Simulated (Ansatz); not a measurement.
# Lattice dynamics of LiAlF4 (built on the sites of a database entry of RbAlF4)

Task: relax LiAlF4 (built on the sites of a database entry of RbAlF4), then find its harmonic phonons.

Method: DFT PBEsol, scalar-relativistic, plane waves, PAW, in Ansatz 0.2.0.

The structure was built from a prototype and need not be the compound's stable phase.

### 1. The structure

Symmetry: P4/mmm, No. 123, tetragonal system. Conventional cell: a = 2.766 Å, b = 2.766 Å, c = 4.767 Å, α = 90.00°, β = 90.00°, γ = 90.00°. Nearest to Li lie 8 F at 2.23 Å. Nearest to Al lie 6 F at 1.32 to 1.38 Å. F has 2 Al at 1.38 Å nearest. Nearest to F lie 1 Al at 1.32 Å and 4 Li at 2.23 Å. Farther neighbours and most contacts between anions are not listed.

### 2. Coarse relaxation

The start is far from rest, so a relaxation with loose tolerances brings it close first.

Input file input.yaml:

```yaml
crystal:
  lattice:
    - [2.76578, 0.0, 0.0]
    - [0.0, 2.76578, 0.0]
    - [0.0, 0.0, 4.7672]
  atoms:
    - { symbol: Li, position: [0.5, 0.5, 0.5] }
    - { symbol: Al, position: [0.0, 0.0, 0.0] }
    - { symbol: F, position: [0.5, 0.0, 0.0] }
    - { symbol: F, position: [0.0, 0.5, 0.0] }
    - { symbol: F, position: [0.0, 0.0, 0.277] }
    - { symbol: F, position: [0.0, 0.0, 0.723] }
kpoints:
  mp_grid: { grid: [8, 8, 4] }
hamiltonian:
  xc: pbesol
scf:
  occupations: { method: gaussian, width: 0.1 }
output:
  forces: true
  stress: true
  eigenvalues: true
relax:
  adjacent_minimum: "off"
  f_tol: 0.05
  max_steps: 80
  cell: { stress_tol: 0.5 }
```

Started as:

```bash
$ ansatz run input.yaml --threads 8 --pin off --max-ram 14336MiB --backend cpu --events-out ev --progress --plain --runs-dir out
```

Numbers of over 12 decimals in the logs are rounded to 6 here.

Output:

```text
The last accepted step is kept in <dir> (removed where the run ends without a failure and the disk answers)
Engine: ansatz 0.2.0, aarch64-unknown-linux-gnu
Pseudopotentials: kind: paw
Pseudopotential: Li, paw, valence charge 3, recommended cutoff 420 eV (normal), Li.paw.azcp
Pseudopotential: Al, paw, valence charge 3, recommended cutoff 420 eV (normal), Al.paw.azcp
[...]
cell:  # Å, volume = 77.0070 Å³
    - [3.565264, 0, 0.0]
    - [0, 3.565264, 0.0]
    - [0.0, 0.0, 6.058248]
  atoms:
    - { symbol: Li, position: [0.500000, 0.500000, 0.5] }
    - { symbol: Al, position: [0, 0, 4.851830497222148e-19] }
    - { symbol: F, position: [0.500000, 0, 4.851830497222148e-19] }
    - { symbol: F, position: [0, 0.500000, 4.851830497222148e-19] }
    - { symbol: F, position: [0, 0, 0.295425] }
    - { symbol: F, position: [0, 0, 0.704575] }
[key lines of the parts left out:]
SCF converged after 6 iterations
Free energy (F): -3936.845975 eV
Fermi energy:    2.725069 eV
P = ⅓ Tr σ = 0.0641 GPa (0.641 kbar)
```

Wall time 10 s (8 threads of Arm Neoverse V1, shared host); peak memory 0.45 GiB.

Relaxation path:

| step | energy less that of the first step (eV) | largest force component (eV/Å) | pressure (GPa) | volume (Å³) |
| --- | --- | --- | --- | --- |
| 1 | 0.0000 | 33.3554 | 350.56 | 36.47 |
| 2 | -11.8368 | 14.6583 | 191.02 | 41.60 |
| 3 | -17.8362 | 6.5791 | 97.11 | 47.49 |
| 4 | -20.6111 | 2.3398 | 31.74 | 54.06 |
| 5 | -21.0501 | 0.4993 | 2.35 | 57.85 |
| 6 | -21.0555 | 0.0987 | 0.08 | 58.12 |
| 7 | -21.0568 | 0.0484 | 0.02 | 58.12 |
| 8 | -21.0571 | 0.0008 | 0.01 | 58.12 |
| 9* | -23.0467 | 0.0852 | 36.87 | 58.12 |
| 10 | -24.0359 | 0.1749 | 17.72 | 64.32 |
| 11 | -24.3784 | 0.2811 | -0.82 | 72.58 |
| 12 | -24.3835 | 0.0639 | -0.06 | 72.40 |
| 13 | -24.3836 | 0.0011 | 0.02 | 72.41 |
| 14* | -24.6483 | 0.0306 | 4.80 | 72.41 |
| 15 | -24.6868 | 0.0059 | 1.77 | 74.98 |
| 16 | -24.6833 | 0.0038 | -0.19 | 77.01 |
| 17* | -24.7131 | 0.0009 | 0.06 | 77.01 |

Relaxation steps marked * repeat the geometry before them on a plane-wave basis chosen anew for their cell, so energy and pressure can jump there.

The run keeps the 16 symmetry operations that it works with, so distortions that break them were not tested.

| cell as run | before | after | change |
| --- | --- | --- | --- |
| a (Å) | 2.766 | 3.565 | +28.9 % |
| b (Å) | 2.766 | 3.565 | +28.9 % |
| c (Å) | 4.767 | 6.058 | +27.1 % |
| volume (Å³/atom) | 6.08 | 12.83 | +111.2 % |

The atoms that moved most (Å, as changes of fractional coordinates times the final cell):

```
atom     dx     dy      dz  length
  F5  0.000  0.000   0.112   0.112
  F6  0.000  0.000  -0.112   0.112
```

Final coordinates:

```cif
data_structure
_symmetry_space_group_name_H-M 'P 1'
_symmetry_Int_Tables_number 1
_cell_length_a 3.5653
_cell_length_b 3.5653
_cell_length_c 6.0582
_cell_angle_alpha 90.000
_cell_angle_beta 90.000
_cell_angle_gamma 90.000
_cell_volume 77.01
loop_
_atom_site_label
_atom_site_type_symbol
_atom_site_fract_x
_atom_site_fract_y
_atom_site_fract_z
_atom_site_occupancy
Li1 Li 0.50000 0.50000 0.50000 1
Al2 Al 0.00000 0.00000 0.00000 1
F3 F 0.50000 0.00000 0.00000 1
F4 F 0.00000 0.50000 0.00000 1
F5 F 0.00000 0.00000 0.29543 1
F6 F 0.00000 0.00000 0.70457 1
```

A gap read on the k-mesh alone can miss the band edges.

This step gave:

```yaml
pressure: 0.06407 GPa
gap_on_the_k_mesh: 5.784 eV
volume_per_atom: 12.83 Å³
direct_gap_on_mesh: 6.165 eV
```

In this step the volume went from 6.08 to 12.83 Å³/atom.

### 3. Bringing the structure to rest

The cell and atoms are relaxed, since residual forces and stress would shift the frequencies.

Input file input.yaml:

```yaml
crystal:
  lattice:
    - [3.5652639003, 0.0, 0.0]
    - [0.0, 3.5652639003, 0.0]
    - [0.0, 0.0, 6.0582482969]
  atoms:
    - { symbol: Li, position: [0.5, 0.5, 0.5] }
    - { symbol: Al, position: [0.0, 0.0, 0.0] }
    - { symbol: F, position: [0.5, 0.0, 0.0] }
    - { symbol: F, position: [0.0, 0.5, 0.0] }
    - { symbol: F, position: [0.0, 0.0, 0.2954250036] }
    - { symbol: F, position: [0.0, 0.0, 0.7045749964] }
kpoints:
  mp_grid: { grid: [6, 6, 4] }
hamiltonian:
  xc: pbesol
scf:
  occupations: { method: gaussian, width: 0.02 }
output:
  forces: true
  stress: true
  eigenvalues: true
  write_density: true
  write_potential: true
  elf: true
  volumetric_format: npy
relax:
  adjacent_minimum: "off"
  f_tol: 0.005
  max_steps: 80
  cell: { stress_tol: 0.05 }
```

Output:

```text
[...]
Crystal: 6 atoms, lattice volume = 77.007 Å³
Basis set: ecut = 420 eV, 1513 PW (Γ), exchange–correlation on 48×48×90 points (8 copies of the dense FFT grid, shifted against one another)
Bands: 23, of which v1, the nominal top of the filled ones, is band 17 counted from 1 (16 counted from 0)
Symmetry: 16 space group operations
[...]
k-points: 30 of 144
[...]
SCF iter   1: F=—  HF=-3936.865038 eV  |F-HF|=—  |Δ(HF+E_count)|=         —  Δρ=1.16e-2  dr2=6.12e-2  ethr=1.77e-3  ⟨swp⟩=6.9  Hψ=3659  notcnv=0
[...]
SCF iter   6: F=-3936.845672 eV  HF=-3936.845672 eV  |F-HF|=4.66e-8  |Δ(HF+E_count)|=   1.23e-6  Δρ=1.04e-5  dr2=2.68e-8  ethr=2.94e-10  ⟨swp⟩=11.6  Hψ=4673  notcnv=0
SCF 1 converged in 6 iterations: F = -3936.845672 eV  dr2 = 2.68e-8
[...]
relax step   1: F+E_penalty+E_count = -3936.84567231 eV  Δ(F+E_penalty+E_count) = +0.000e0 eV  max|allowed force component| = 7.457e-4 eV/Å  Δτ_max = 0.0000 Å  P = +0.062 GPa  Ω = 77.007 Å³  (6 SCF iters, dr2 threshold 1.00e-7 eV, accepted)
Crystal: 6 atoms, lattice volume = 77.059 Å³
[...]
SCF iter   4: F=-3936.845460 eV  HF=-3936.845460 eV  |F-HF|=5.46e-9  |Δ(HF+E_count)|=   4.28e-9  Δρ=6.44e-6  dr2=6.45e-9  ethr=3.12e-11  ⟨swp⟩=5.5  Hψ=3690  notcnv=0
SCF 2 converged in 4 iterations: F = -3936.845460 eV  dr2 = 6.45e-9
relax step   2: F+E_penalty+E_count = -3936.84545980 eV  Δ(F+E_penalty+E_count) = +2.125e-4 eV  max|allowed force component| = 4.653e-3 eV/Å  Δτ_max = 0.0008 Å  P = +0.028 GPa  Ω = 77.059 Å³  energy of the carried Pulay correction = -2.206e-4 eV  (4 SCF iters, dr2 threshold 1.06e-8 eV, accepted)
[...]
SCF iter   7: F=-3936.845738 eV  HF=-3936.845738 eV  |F-HF|=1.36e-12  |Δ(HF+E_count)|=  2.23e-11  Δρ=1.73e-7  dr2=1.02e-11  ethr=1.00e-12  ⟨swp⟩=5.1  Hψ=2685  notcnv=0
SCF 3 converged in 7 iterations: F = -3936.845738 eV  dr2 = 1.02e-11
relax step   3: F+E_penalty+E_count = -3936.84573760 eV  Δ(F+E_penalty+E_count) = -2.778e-4 eV  max|allowed force component| = 4.701e-3 eV/Å  Δτ_max = 0.0000 Å  P = +0.034 GPa  Ω = 77.059 Å³  stress off target by 4.58e-2 GPa  SCF on the basis re-selected at this cell (its energy is not comparable with the rows above)  (7 SCF iters)
[...]
SCF converged after 7 iterations
Free energy (F): -3936.845738 eV
[...]
Internal energy: -3936.845738 eV  (E = F + TS)
E sigma→0 (E₀):  -3936.845738 eV
Fermi energy:    2.718183 eV
[...]
--- Forces (eV/Å), atoms counted from 1 ---
  atom   1  Li     0.00000000    -0.00000000     0.00000000
  atom   2  Al     0.00000000     0.00000000     0.00000000
  atom   3  F     -0.00000000     0.00000000     0.00000000
  atom   4  F      0.00000000     0.00000000     0.00000000
  atom   5  F     -0.00000000    -0.00000000     0.00470094
  atom   6  F      0.00000000     0.00000000    -0.00470094
  max |Σ_I F_I| component: 7.40e-30 eV/Å
--- Stress (GPa, compression-positive) ---
        0.045775       0.000000      -0.000000
        0.000000       0.045775       0.000000
       -0.000000       0.000000       0.011186
  P = ⅓ Tr σ = 0.0342 GPa (0.342 kbar)
--- Band table (eV; the first three rows and the last of 30) ---
  k-point 0: bands = [... 13 lower, -0.7704, -0.7270, -0.7270, -0.5568, 5.6093, 8.8982, 10.6301, 13.3291, ... 2 higher]
  k-point 1: bands = [... 13 lower, -0.9610, -0.8801, -0.5339, -0.5339, 5.9410, 8.1456, 11.1681, 13.4725, ... 2 higher]
  k-point 2: bands = [... 13 lower, -1.0479, -1.0479, -0.4454, -0.4454, 6.5176, 7.3153, 11.5181, 13.4591, ... 2 higher]
  k-point 29: bands = [... 13 lower, -0.8825, -0.6306, -0.5013, -0.5013, 9.5242, 9.6816, 9.6816, 10.4051, ... 2 higher]
--- Relaxed structure (2 steps of the walk, 2 accepted, 1 SCFs on fresh bases) ---
[...]
cell:  # Å, volume = 77.0586 Å³
    - [3.565580, 0, 0]
    - [0, 3.565580, 0]
    - [0, 0, 6.061225]
  atoms:
    - { symbol: Li, position: [0.5, 0.5, 0.5] }
    - { symbol: Al, position: [0, 0, 0.0] }
    - { symbol: F, position: [0.5, 0, 0.0] }
    - { symbol: F, position: [0, 0.5, 0.0] }
    - { symbol: F, position: [0, 0, 0.295288] }
    - { symbol: F, position: [0, 0, 0.704712] }
```

Wall time 1.8 s (8 threads); peak memory 0.43 GiB; 11 s of CPU time.

Little changed from the start: no atom moved by 0.005 Å and no cell edge by 0.1 %.

Numbers from this step:

- pressure: 0.03425 GPa
- gap on the k-mesh: 5.782 eV
- volume per atom: 12.84 Å³
- direct gap on mesh: 6.166 eV

ELF in the ac plane at fractional y = 0.000, with atoms of Al and F within 0.2 Å of it. It is the smooth field of the valence electrons, not physical close to the nuclei.

Ten even steps from '0' (0.01) to '9' (0.82), each cell a mean:
```
00059987898400
00026999995200
65212689852135
99620134310379
99851001002699
78983000014898
58995100026997
89985200026999
99974100025899
76532000002457
11100000000011
00000000000000
65431000001345
99864100014789
99985200026999
68995200026997
68984100015997
99962000002799
99730123201479
86311478641147
11026899985101
00058988998300
00069975799500
```
Columns run along a (3.6 Å), rows up along c (6.1 Å). Atoms in or near the plane, at fractional coordinates: Al at (0.00, 0.00), F at (0.50, 0.00), F at (0.00, 0.30), F at (0.00, 0.70).

Valence density in the ac plane at fractional y = 0.000, with atoms of Al and F within 0.2 Å of it. It is the smooth field of the valence electrons, not physical close to the nuclei.

Values in e/Å³, 23 rows by 14 columns, each cell a mean:
```
 0  0  0  0  1  3  7 10  7  3  1  0  0  0
 0  0  0  0  1  1  3  4  3  1  0  0  0  0
 0  0  0  0  0  0  1  1  1  0  0  0  0  0
 1  1  1  0  0  0  0  0  0  0  0  0  1  1
 4  3  1  0  0  0  0  0  0  0  0  1  1  3
 9  6  2  1  0  0  0  0  0  0  0  1  3  7
13  9  3  1  0  0  0  0  0  0  0  1  4 10
 9  6  2  1  0  0  0  0  0  0  0  1  3  7
 3  2  1  0  0  0  0  0  0  0  0  0  1  2
 1  0  0  0  0  0  0  0  0  0  0  0  0  1
 0  0  0  0  0  0  0  0  0  0  0  0  0  0
 0  0  0  0  0  0  0  0  0  0  0  0  0  0
 0  0  0  0  0  0  0  0  0  0  0  0  0  0
 2  1  1  0  0  0  0  0  0  0  0  0  1  1
 7  5  2  1  0  0  0  0  0  0  0  1  2  5
12  8  3  1  0  0  0  0  0  0  0  1  4 10
11  8  3  1  0  0  0  0  0  0  0  1  4  9
 5  3  1  0  0  0  0  0  0  0  0  1  2  4
 2  1  1  0  0  0  0  0  0  0  0  0  1  1
 1  0  0  0  0  0  0  1  0  0  0  0  0  0
 0  0  0  0  1  1  2  3  2  1  0  0  0  0
 0  0  0  0  1  3  6  9  6  2  1  0  0  0
 0  0  0  0  1  4 10 13  9  3  1  0  0  0
```
Columns run along a (3.6 Å), rows up along c (6.1 Å). Atoms in or near the plane, at fractional coordinates: Al at (0.00, 0.00), F at (0.50, 0.00), F at (0.00, 0.30), F at (0.00, 0.70).

Electrostatic potential energy in the ac plane at fractional y = 0.000, with atoms of Al and F within 0.2 Å of it. With pseudopotentials it is smooth inside the atoms' cores, unlike the true potential.

Values in eV, 23 rows by 14 columns, each cell a mean:
```
 -3  -7 -13 -11  -8 -26 -39 -40 -37 -23  -6 -13 -12  -6
-11 -13 -13  -7  -1  -9 -23 -28 -21  -6  -1  -9 -14 -12
-13 -12  -7  -1   3   4   1  -2   2   4   2  -2  -8 -12
 -9  -5   0   4   6   7   7   7   7   7   5   3   0  -6
-29 -21  -4   5   7   8   8   8   8   8   7   4  -8 -24
-40 -36 -18   4   7   8   8   8   8   8   7   0 -23 -38
-41 -39 -24   3   8   8   8   8   8   8   7  -2 -28 -40
-39 -34 -16   5   8   8   7   7   7   8   7   2 -20 -36
-22 -14   1   7   8   7   7   7   7   7   8   7  -2 -17
  5   7   8   8   7   7   6   6   6   7   8   8   8   6
  8   8   8   8   7   7   6   6   6   7   7   8   8   8
  8   8   8   8   7   7   6   6   6   7   7   8   8   8
  6   7   8   8   7   7   6   6   6   7   8   8   8   7
-13  -6   4   8   8   7   7   7   7   7   8   7   3  -8
-37 -30 -12   6   7   8   7   7   7   8   7   4 -16 -32
-41 -39 -23   3   8   8   8   7   8   8   7  -2 -27 -40
-41 -38 -22   4   7   8   8   8   8   8   7  -1 -26 -40
-34 -27  -8   5   7   8   8   8   8   8   7   4 -12 -29
-13  -7   1   4   6   7   7   7   7   7   6   4   0  -9
-11  -9  -4   1   4   6   6   5   6   5   4   0  -5  -9
-12 -13 -13  -6   0  -5 -18 -23 -15  -3   0  -8 -13 -13
 -5  -8 -14 -11  -6 -24 -37 -39 -35 -19  -5 -12 -13  -7
 -1  -5 -12 -13 -12 -32 -41 -41 -41 -28  -9 -14 -11  -3
```
Columns run along a (3.6 Å; values clipped at the 3rd and 97th percentile), rows up along c (6.1 Å). Atoms in or near the plane, at fractional coordinates: Al at (0.00, 0.00), F at (0.50, 0.00), F at (0.00, 0.30), F at (0.00, 0.70).

In this step the volume went from 12.83 to 12.84 Å³/atom.

### 4. Tight relaxation

Phonons need a cell at rest on their own settings, so the relaxation is repeated with tight tolerances on forces and stress on the k mesh and occupations of the first response run.

Input file input.yaml:

```yaml
crystal:
  lattice:
    - [3.5655802113, 0.0, 0.0]
    - [0.0, 3.5655802113, 0.0]
    - [0.0, 0.0, 6.0612253453]
  atoms:
    - { symbol: Li, position: [0.5, 0.5, 0.5] }
    - { symbol: Al, position: [0.0, 0.0, 0.0] }
    - { symbol: F, position: [0.5, 0.0, 0.0] }
    - { symbol: F, position: [0.0, 0.5, 0.0] }
    - { symbol: F, position: [0.0, 0.0, 0.2952881969] }
    - { symbol: F, position: [0.0, 0.0, 0.7047118031] }
kpoints:
  mp_grid: { grid: [6, 6, 4] }
hamiltonian:
  xc: pbesol
scf:
  occupations: { method: fixed }
output:
  forces: true
  stress: true
  eigenvalues: true
relax:
  adjacent_minimum: "off"
  f_tol: 0.001
  max_steps: 60
  cell: { stress_tol: 0.01 }
```

Output:

```text
[...]
Crystal: 6 atoms, lattice volume = 77.059 Å³
Basis set: ecut = 420 eV, 1513 PW (Γ), exchange–correlation on 48×48×90 points (8 copies of the dense FFT grid, shifted against one another)
Bands: 23, of which v1, the nominal top of the filled ones, is band 17 counted from 1 (16 counted from 0)
Symmetry: 16 space group operations
[...]
k-points: 30 of 144
[...]
--- Relaxed structure (5 steps of the walk, 4 accepted, 1 SCFs on fresh bases) ---
[...]
cell:  # Å, volume = 77.0748 Å³
    - [3.566303, 0, 0]
    - [0, 3.566303, 0]
    - [0, 0, 6.060049]
  atoms:
    - { symbol: Li, position: [0.500000, 0.500000, 0.5] }
    - { symbol: Al, position: [0, 0, 0] }
    - { symbol: F, position: [0.500000, 0, 0] }
    - { symbol: F, position: [0, 0.500000, 0] }
    - { symbol: F, position: [0, 0, 0.295346] }
    - { symbol: F, position: [0, 0, 0.704654] }
[key lines of the parts left out:]
SCF converged after 9 iterations
Free energy (F): -3936.845759 eV
Fermi energy:    -0.173980 eV
P = ⅓ Tr σ = 0.0053 GPa (0.053 kbar)
```

The job ended after 3.3 s (8 threads; peak memory 0.43 GiB).

Little changed from the start: no atom moved by 0.005 Å and no cell edge by 0.1 %.

Numbers from this step:

- pressure: 0.005285 GPa
- gap on the k-mesh: 5.781 eV
- volume per atom: 12.85 Å³
- direct gap on mesh: 6.164 eV

The largest force component left is 0.24 meV/Å and the pressure is 0.005 GPa, within the tolerances set. The cell now holds 12.85 Å³/atom.

(Continued in part 2 of 3.)

[Logs are printed without paths, hosts, clocks, repeated set-up lines and the standing remarks that a program may print on its own settings, such as how far it seeks lower states.]

[Hosts, paths, dates, database ids (printed as entryN), source tags and the programs' standing remarks are cut or masked in the printed files.]
